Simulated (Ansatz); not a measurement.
# Electron scattering at the Σ9 (114) boundary in bcc Mo, part 3 of 3

Wanted: what the Σ9 (114) boundary in bcc Mo costs an interconnect.

Ansatz 0.2.0; Ansatz plane-wave DFT, r2SCAN, PAW files; relaxation of a bicrystal slab with its lowest layers held; PAW set soft_1 (the session's first sound run).

So far. Step 3 (Transmission across the boundary): Over the solved energies the transmission per spin lies between 1.55 and 1.66, out of 3.32 channels of the lead on average (up to 3.52). Step 4 (Specific resistance): Averaged over the energies near the Fermi level, 48.0 % of the channels pass, which makes 0.885 fΩ m².

**5. Single-crystal slab for reference**

The free faces cost energy too. A single-crystal slab with the same faces and held layers is relaxed, so that they cancel.

This step: Ansatz plane-wave DFT, r2SCAN, PAW files; relaxation of a single-crystal slab with its lowest layers held; PAW set soft_1 (Ansatz 0.2.0).

System of this step: Mo slab, plane (1, 1, 4). The cell holds 26 atoms: 26 Mo. Cell: a = 5.219 Å, b = 4.451 Å, c = 29.544 Å, α = 90.0°, β = 90.0°, γ = 64.8°. It derives from Mo. Vacuum lies along c.

input.yaml reads:

```yaml
crystal:
  lattice:
    - [5.2187091076, 0.0, 0.0]
    - [1.8977124028, 4.0256559262, 0.0]
    - [0.0, 0.0, 29.5438753375]
  atoms:
    - { symbol: Mo, position: [0.1111111108, 0.9444444446, 0.1692398151] }
    - { symbol: Mo, position: [0.6666666664, 0.6666666668, 0.1943467114] }
    - { symbol: Mo, position: [0.2222222219, 0.388888889, 0.2194536077] }
    - { symbol: Mo, position: [0.7777777775, 0.1111111112, 0.2445605039] }
    - { symbol: Mo, position: [0.3333333331, 0.8333333334, 0.2696674002] }
    - { symbol: Mo, position: [0.8888888886, 0.5555555557, 0.2947742965] }
    - { symbol: Mo, position: [0.4444444442, 0.2777777779, 0.3198811927] }
    - { symbol: Mo, position: [0.9999999998, 1.0e-10, 0.344988089] }
    - { symbol: Mo, position: [0.5555555553, 0.7222222223, 0.3700949853] }
    - { symbol: Mo, position: [0.1111111109, 0.4444444445, 0.3952018815] }
    - { symbol: Mo, position: [0.6666666665, 0.1666666667, 0.4203087778] }
    - { symbol: Mo, position: [0.222222222, 0.888888889, 0.4454156741] }
    - { symbol: Mo, position: [0.7777777776, 0.6111111112, 0.4705225704] }
    - { symbol: Mo, position: [0.3333333332, 0.3333333334, 0.4956294666] }
    - { symbol: Mo, position: [0.8888888887, 0.0555555556, 0.5207363629] }
    - { symbol: Mo, position: [0.4444444443, 0.7777777778, 0.5458432592] }
    - { symbol: Mo, position: [0.9999999999, 0.5, 0.5709501554] }
    - { symbol: Mo, position: [0.5555555555, 0.2222222223, 0.5960570517] }
    - { symbol: Mo, position: [0.111111111, 0.9444444445, 0.621163948] }
    - { symbol: Mo, position: [0.6666666666, 0.6666666667, 0.6462708442] }
    - { symbol: Mo, position: [0.2222222222, 0.3888888889, 0.6713777405] }
    - { symbol: Mo, position: [0.7777777777, 0.1111111111, 0.6964846368] }
    - { symbol: Mo, position: [0.3333333333, 0.8333333333, 0.721591533] }
    - { symbol: Mo, position: [0.8888888889, 0.5555555556, 0.7466984293] }
    - { symbol: Mo, position: [0.4444444444, 0.2777777778, 0.7718053256] }
    - { symbol: Mo, position: [0.0, 0.0, 0.7969122219] }
kpoints:
  mp_grid: { grid: [6, 6, 1] }
hamiltonian:
  xc: r2scan
  pseudopotentials: { kind: paw, azcp: { folder: soft_1 } }
scf:
  occupations: { method: fermi_dirac, width: 0.1 }
relax:
  f_tol: 0.03
  max_steps: 80
  constraints: [{ sites: [0, 1, 2, 3, 4] }]
```

Command:

```console
> ansatz run input.yaml --threads 4 --pin off --max-ram 15360MiB --backend cpu --events-out ev --progress --plain --runs-dir out
```

Numbers of over 12 decimals in the logs are rounded to 6 here.

The log of the run:

```text
Warning: crystal.symmetry: narrowed to the stabiliser of the relax constraints — unitary ops 4 → 2; lowered at sites 0, 1, 2, 3, 4, 21, 22, 23, 24, 25 (the operations that carried what is held of a site onto what its image site leaves free; the constrained walk keeps no symmetry that its constraints do not admit)
[...]
Crystal: 26 atoms, lattice volume = 620.679 Å³
Basis set: ecut = 500 eV, 15783 PW (Γ), exchange–correlation on 160×144×864 points (64 copies of the dense FFT grid, shifted against one another)
Bands: 219, of which v1, the nominal top of the filled ones, is band 182 counted from 1 (181 counted from 0)
Symmetry: 2 space group operations
k-points: 13 of 36 (time reversal used)
[...]
SCF iter   1: F=—  HF=-129165.557609 eV  |F-HF|=—  |Δ(HF+E_count)|=         —  Δρ=8.80e-2  dr2=2.83e2  dr2_τ=1.86e0  ethr=3.10e-3  ⟨swp⟩=8.9  Hψ=13296  notcnv=0
[...]
SCF iter   9: F=-129148.941869 eV  HF=-129148.941877 eV  |F-HF|=8.60e-6  |Δ(HF+E_count)|=   4.86e-6  Δρ=2.89e-5  dr2=1.53e-5  dr2_τ=6.42e-7  ethr=6.18e-9  ⟨swp⟩=5.2  Hψ=10191  notcnv=0
SCF 1 converged in 9 iterations: F = -129148.941869 eV  dr2 = 1.53e-5
[...]
relax step   1: F+E_penalty+E_count = -129148.94186860 eV  Δ(F+E_penalty+E_count) = +0.000e0 eV  max|allowed force component| = 2.450e0 eV/Å  Δτ_max = 0.0000 Å  (9 SCF iters, dr2 threshold 2.25e-5 eV, accepted)
[...]
SCF iter   7: F=-129149.316840 eV  HF=-129149.316856 eV  |F-HF|=1.61e-5  |Δ(HF+E_count)|=   2.01e-5  Δρ=2.82e-5  dr2=2.30e-5  dr2_τ=7.73e-7  ethr=2.44e-8  ⟨swp⟩=5.0  Hψ=9127  notcnv=0
SCF 2 converged in 7 iterations: F = -129149.316840 eV  dr2 = 2.30e-5
[...]
relax step   2: F+E_penalty+E_count = -129149.31683975 eV  Δ(F+E_penalty+E_count) = -3.750e-1 eV  max|allowed force component| = 4.356e-1 eV/Å  Δτ_max = 0.1950 Å  (7 SCF iters, dr2 threshold 1.00e-4 eV, accepted)
SCF iter   1: F=—  HF=-129148.731614 eV  |F-HF|=—  |Δ(HF+E_count)|=         —  Δρ=4.13e-3  dr2=8.13e-1  dr2_τ=1.12e0  ethr=5.05e-4  ⟨swp⟩=4.2  Hψ=5205  notcnv=0  defer=1
[...]
SCF iter   6: F=-129149.342560 eV  HF=-129149.342559 eV  |F-HF|=8.54e-8  |Δ(HF+E_count)|=   2.38e-5  Δρ=2.56e-5  dr2=7.08e-6  dr2_τ=3.62e-7  ethr=3.26e-9  ⟨swp⟩=3.5  Hψ=12742  notcnv=0
SCF 3 converged in 6 iterations: F = -129149.342560 eV  dr2 = 7.08e-6
relax step   3: F+E_penalty+E_count = -129149.34255956 eV  Δ(F+E_penalty+E_count) = -2.572e-2 eV  max|allowed force component| = 2.771e-1 eV/Å  Δτ_max = 0.0626 Å  (6 SCF iters, dr2 threshold 1.19e-5 eV, accepted)
[...]
relax step   4: F+E_penalty+E_count = -129149.35643783 eV  Δ(F+E_penalty+E_count) = -1.388e-2 eV  max|allowed force component| = 1.513e-1 eV/Å  Δτ_max = 0.0347 Å  (6 SCF iters, dr2 threshold 4.80e-6 eV, accepted)
[...]
relax step   5: F+E_penalty+E_count = -129149.34586251 eV  Δ(F+E_penalty+E_count) = +1.058e-2 eV  max|allowed force component| = 2.054e-1 eV/Å  Δτ_max = 0.0952 Å  (7 SCF iters, dr2 threshold 6.83e-6 eV, rejected (line search))
[...]
relax step   6: F+E_penalty+E_count = -129149.36298567 eV  Δ(F+E_penalty+E_count) = -6.548e-3 eV  max|allowed force component| = 5.288e-2 eV/Å  Δτ_max = 0.0437 Å  (9 SCF iters, accepted)
SCF iter   1: F=—  HF=-129149.350195 eV  |F-HF|=—  |Δ(HF+E_count)|=         —  Δρ=5.01e-4  dr2=2.07e-3  dr2_τ=1.99e-2  ethr=6.95e-6  ⟨swp⟩=2.3  Hψ=4628  notcnv=0
[...]
SCF iter   7: F=-129149.363312 eV  HF=-129149.363312 eV  |F-HF|=4.54e-8  |Δ(HF+E_count)|=   5.93e-8  Δρ=1.98e-6  dr2=5.38e-8  dr2_τ=2.86e-9  ethr=2.75e-11  ⟨swp⟩=5.7  Hψ=10495  notcnv=0
SCF 7 converged in 7 iterations: F = -129149.363312 eV  dr2 = 5.38e-8
relax step   7: F+E_penalty+E_count = -129149.36331161 eV  Δ(F+E_penalty+E_count) = -3.259e-4 eV  max|allowed force component| = 2.150e-2 eV/Å  Δτ_max = 0.0083 Å  (7 SCF iters, accepted)
[...]
SCF iter   2: F=-129149.363312 eV  HF=-129149.363312 eV  |F-HF|=7.28e-8  |Δ(HF+E_count)|=   1.26e-8  Δρ=2.04e-6  dr2=6.59e-8  dr2_τ=4.45e-9  ethr=1.48e-11  ⟨swp⟩=5.0  Hψ=9275  notcnv=0
SCF 8 converged in 2 iterations: F = -129149.363312 eV  dr2 = 6.59e-8
SCF converged after 2 iterations
Free energy (F): -129149.363312 eV
[...]
Internal energy: -129148.746168 eV  (E = F + TS)
E sigma→0 (E₀):  -129149.054740 eV
Entropy (-TS):   -0.617143 eV (-23.736 meV/atom)
Fermi energy:    12.504921 eV
[...]
--- Forces (eV/Å), atoms counted from 1 ---
  atom   1  Mo     0.32079151    -0.15122257     2.44870748
  atom   2  Mo    -0.39459774     0.18601516     0.52567005
  atom   3  Mo    -0.16049585     0.07565847    -1.08205464
  atom   4  Mo    -0.02159488     0.01017993    -1.48644574
  atom   5  Mo     0.25737593    -0.12132818    -0.40360225
  atom   6  Mo    -0.00071651     0.00033777    -0.00237306
  atom   7  Mo     0.00147062    -0.00069326     0.00005205
  atom   8  Mo     0.00055855    -0.00026330     0.00060520
  atom   9  Mo    -0.00052075     0.00024548    -0.00189389
  atom  10  Mo    -0.00009323     0.00004395     0.00333868
  atom  11  Mo    -0.00065666     0.00030955    -0.00229855
  atom  12  Mo     0.00139700    -0.00065855     0.00526780
  atom  13  Mo    -0.00315176     0.00148575    -0.01067035
  atom  14  Mo     0.00556596    -0.00262382     0.00674077
  atom  15  Mo    -0.00235401     0.00110969    -0.00526359
  atom  16  Mo     0.00098489    -0.00046428     0.00074922
  atom  17  Mo    -0.01304050     0.00614735     0.00004470
  atom  18  Mo    -0.00109935     0.00051824     0.00806077
  atom  19  Mo    -0.00157007     0.00074014     0.00723614
  atom  20  Mo     0.00586310    -0.00276389    -0.01129984
  atom  21  Mo     0.00894545    -0.00421692    -0.00362445
  atom  22  Mo    -0.00547939     0.00258301    -0.02065161
  atom  23  Mo    -0.00979364     0.00461677     0.02141203
  atom  24  Mo     0.01888059    -0.00890040     0.00387288
  atom  25  Mo     0.00529364    -0.00249544     0.00633795
  atom  26  Mo    -0.01199189     0.00565303    -0.00798512
  max |Σ_I F_I| component: 6.74e-5 eV/Å
--- Relaxed structure (7 steps of the walk, 6 accepted, 0 SCFs on fresh bases) ---
  F+E_penalty+E_count = -129149.36331161 eV   max|allowed force component| = 2.150e-2 eV/Å
  atoms:
    - { symbol: Mo, position: [0.111111, 0.944444, 0.169240] }
    - { symbol: Mo, position: [0.666667, 0.666667, 0.194347] }
    - { symbol: Mo, position: [0.222222, 0.388889, 0.219454] }
    - { symbol: Mo, position: [0.777778, 0.111111, 0.244561] }
    - { symbol: Mo, position: [0.333333, 0.833333, 0.269667] }
    - { symbol: Mo, position: [0.888737, 0.555631, 0.294298] }
    - { symbol: Mo, position: [0.442770, 0.278615, 0.319978] }
    - { symbol: Mo, position: [0.996566, 0.00171677, 0.344751] }
    - { symbol: Mo, position: [0.552982, 0.723509, 0.370430] }
    - { symbol: Mo, position: [0.108172, 0.445914, 0.394914] }
    - { symbol: Mo, position: [0.665685, 0.167158, 0.420406] }
    - { symbol: Mo, position: [0.220793, 0.889603, 0.445426] }
    - { symbol: Mo, position: [0.777191, 0.611404, 0.470876] }
    - { symbol: Mo, position: [0.331164, 0.334418, 0.495647] }
    - { symbol: Mo, position: [0.887641, 0.056179, 0.521297] }
    - { symbol: Mo, position: [0.442565, 0.778718, 0.546405] }
    - { symbol: Mo, position: [0.999955, 0.500023, 0.571456] }
    - { symbol: Mo, position: [0.555255, 0.222372, 0.595929] }
    - { symbol: Mo, position: [0.112116, 0.943942, 0.621987] }
    - { symbol: Mo, position: [0.664435, 0.667783, 0.646771] }
    - { symbol: Mo, position: [0.217080, 0.391460, 0.671799] }
    - { symbol: Mo, position: [0.769204, 0.115398, 0.696229] }
    - { symbol: Mo, position: [0.332364, 0.833818, 0.724296] }
    - { symbol: Mo, position: [0.890579, 0.554711, 0.748040] }
    - { symbol: Mo, position: [0.465758, 0.267121, 0.769005] }
    - { symbol: Mo, position: [-0.014066, 0.0070329, 0.790746] }
```

The job ended after 13 min (4 threads of Arm Neoverse V1, shared host; peak memory 4.6 GiB; 50 min of CPU time).

Relaxation path:

| step | energy less that of the first step (eV) | largest force component (eV/Å) |
| --- | --- | --- |
| 1 | 0.0000 | 2.4500 |
| 2 | -0.3750 | 0.4356 |
| 3 | -0.4007 | 0.2771 |
| 4 | -0.4146 | 0.1513 |
| 5 | -0.4040 | 0.2054 |
| 6 | -0.4211 | 0.0529 |
| 7 | -0.4214 | 0.0215 |

Relaxation step 5 was tried and not accepted.

The atoms that moved most (Å):

| atom | dx | dy | dz | length |
| --- | --- | --- | --- | --- |
| Mo26 | -0.060 | 0.028 | -0.182 | 0.194 |
| Mo25 | 0.091 | -0.043 | -0.083 | 0.130 |
| Mo23 | -0.004 | 0.002 | 0.080 | 0.080 |
| Mo22 | -0.037 | 0.017 | -0.008 | 0.041 |
| Mo24 | 0.007 | -0.003 | 0.040 | 0.040 |
| Mo21 | -0.022 | 0.010 | 0.012 | 0.027 |
| Mo19 | 0.004 | -0.002 | 0.024 | 0.025 |
| Mo16 | -0.008 | 0.004 | 0.017 | 0.019 |

Final coordinates:

```xyz
26
Lattice="5.2187 0.0000 0.0000 1.8977 4.0257 0.0000 0.0000 0.0000 29.5439" Properties=species:S:1:pos:R:3
Mo    2.3721    3.8020    5.0000
Mo    4.7443    2.6838    5.7418
Mo    1.8977    1.5655    6.4835
Mo    4.2699    0.4473    7.2253
Mo    3.3210    3.3547    7.9670
Mo    5.6925    2.2368    8.6947
Mo    2.8394    1.1216    9.4534
Mo    5.2040    0.0069   10.1853
Mo    4.2589    2.9126   10.9439
Mo    1.4107    1.7951   11.6673
Mo    3.7912    0.6729   12.4204
Mo    2.8405    3.5812   13.1596
Mo    5.2162    2.4613   13.9115
Mo    2.3629    1.3463   14.6433
Mo    4.7390    0.2262   15.4011
Mo    3.7874    3.1348   16.1429
Mo    6.1674    2.0129   16.8830
Mo    3.3197    0.8952   17.6061
Mo    2.3764    3.8000   18.3759
Mo    4.7348    2.6883   19.1081
Mo    1.8758    1.5759   19.8475
Mo    4.2332    0.4646   20.5693
Mo    3.3169    3.3567   21.3985
Mo    5.7004    2.2331   22.1000
Mo    2.9376    1.0753   22.7194
Mo   -0.0601    0.0283   23.3617
```

This step gave:

```
free energy             : -129149.3633 eV
energy at zero smearing : -129149.0547 eV
Fermi energy            : 12.50 eV
```

The largest force component on a free atom ends at 0.022 eV/Å, under the tolerance of 0.03, after 7 steps.

**6. Bulk reference**

The perfect crystal gives the energy per atom, for the atoms by which bicrystal and slab differ.

This step: Ansatz plane-wave DFT, r2SCAN, PAW files; bulk reference; PAW set soft_1 (Ansatz 0.2.0).

System of this step: Mo. The structure is cubic, space group Im-3m (No. 229). The conventional cell has a = 3.147 Å, b = 3.147 Å, c = 3.147 Å, α = 90.00°, β = 90.00°, γ = 90.00°. Nearest to Mo lie 8 Mo at 2.73 Å.

input.yaml, the sections that differ from step 5:

```yaml
crystal:
  lattice:
    - [-1.5735, 1.5735, 1.5735]
    - [1.5735, -1.5735, 1.5735]
    - [1.5735, 1.5735, -1.5735]
  atoms:
    - { symbol: Mo, position: [0.0, 0.0, 0.0] }
kpoints:
  mp_grid: { grid: [19, 19, 19] }
# hamiltonian, scf: as in step 5
# relax: removed
```

The log of the run:

```text
[...]
Crystal: 1 atoms, lattice volume = 15.583 Å³
Basis set: ecut = 500 eV, 381 PW (Γ), exchange–correlation on 80×80×80 points (64 copies of the dense FFT grid, shifted against one another)
Bands: 11, of which v1, the nominal top of the filled ones, is band 7 counted from 1 (6 counted from 0)
Symmetry: 48 space group operations
[...]
k-points: 220 of 6859
[...]
SCF iter   1: F=—  HF=-4968.080219 eV  |F-HF|=—  |Δ(HF+E_count)|=         —  Δρ=1.04e-1  dr2=1.74e0  dr2_τ=4.35e-2  ethr=3.10e-3  ⟨swp⟩=5.0  Hψ=14073  notcnv=0
[...]
SCF iter   6: F=-4967.634890 eV  HF=-4967.634890 eV  |F-HF|=3.50e-8  |Δ(HF+E_count)|=   8.35e-7  Δρ=2.23e-5  dr2=6.47e-8  dr2_τ=2.13e-9  ethr=7.14e-10  ⟨swp⟩=1.0  Hψ=7158  notcnv=0
SCF 1 converged in 6 iterations: F = -4967.634890 eV  dr2 = 6.47e-8
[...]
SCF converged after 6 iterations
Free energy (F): -4967.634890 eV
[...]
Internal energy: -4967.615880 eV  (E = F + TS)
E sigma→0 (E₀):  -4967.625385 eV
Entropy (-TS):   -0.019011 eV (-19.011 meV/atom)
Fermi energy:    21.107666 eV
[...]
```

It took 1.4 s on 4 threads; peak memory 0.33 GiB; 4.7 s of CPU time.

Numbers from this step:

```yaml
free_energy: -4967.6349 eV
energy_at_zero_smearing: -4967.6254 eV
fermi_energy: 21.11 eV
```

**7. Boundary energy**

This step: Ansatz plane-wave DFT, r2SCAN, PAW files; bicrystal less single-crystal slab less bulk atoms, a boundary area; PAW set soft_1 (Ansatz 0.2.0).

This step gave:

```
excess energy of the cell : 2.774 eV
boundary energy           : 2.116 J/m²
```

The boundary costs 2.1 J/m².

By hand: 2.77 eV / 21.01 Å² × 16.02 = 2.12 J/m².

**8. What came out**

| Property | Result |
| --- | --- |
| specific resistance of the boundary | 0.885 fΩ m² |
| share of channels that pass | 0.480 |
| boundary energy | 2.12 J/m² |

The boundary has a specific resistance of 0.88 fΩ m² and an energy of 2.1 J/m². The boundary reflects 52 % of the channels; 0.88 fΩ m² is 8.8×10⁻¹² Ω·cm². That equals the resistance of 16 nm of bulk Mo at 300 K (measured 5.52 µΩ cm, CRC Handbook of Chemistry and Physics, 84th ed., 2003, Electrical Resistivity of Pure Metals). One starting structure was relaxed; another shift or atom count at the boundary may lie lower.

[Logs are printed without paths, hosts, clocks, repeated set-up lines and the standing remarks that a program may print on its own settings, such as how far it seeks lower states.]

[Hosts, paths, dates, database ids (printed as entryN), source tags and the programs' standing remarks are cut or masked in the printed files.]
